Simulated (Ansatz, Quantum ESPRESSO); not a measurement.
# Predicting the next point of a tunnelling series: a Al chain with one bond drawn out

Method. Quantum ESPRESSO 7.5 (pw.x, pwcond.x), LDA, GBRV ultrasoft; geometry as built. T is the transmission per spin at the Fermi level. The series steps the stretch of one bond.

```tsv
added stretch (Å)	T
0.3	1.94
0.8	1.54
1.4	0.455
```

**Question.** What is T at 2.2 Å?

By hand: These rows are near contact, where ln T need not fall linearly; take a line all the same. The last two rows give a slope of ln(1.54/0.455)/(1.4 − 0.8) = 2.032 per Å, so T(2.2) ≈ 0.455 × exp(−2.032 × 0.8) = 0.0895.

**Check.** T = 0.0311; the estimate is 2.88 times that. The slope over the last interval is 3.352: steeper than before. A second code, Ansatz 0.2.0, gives 0.0275.

**Limits.** Short leads, unrelaxed atoms, a barrier without the image potential.

[Logs are printed without paths, hosts, clocks, repeated set-up lines and the standing remarks that a program may print on its own settings, such as how far it seeks lower states.]
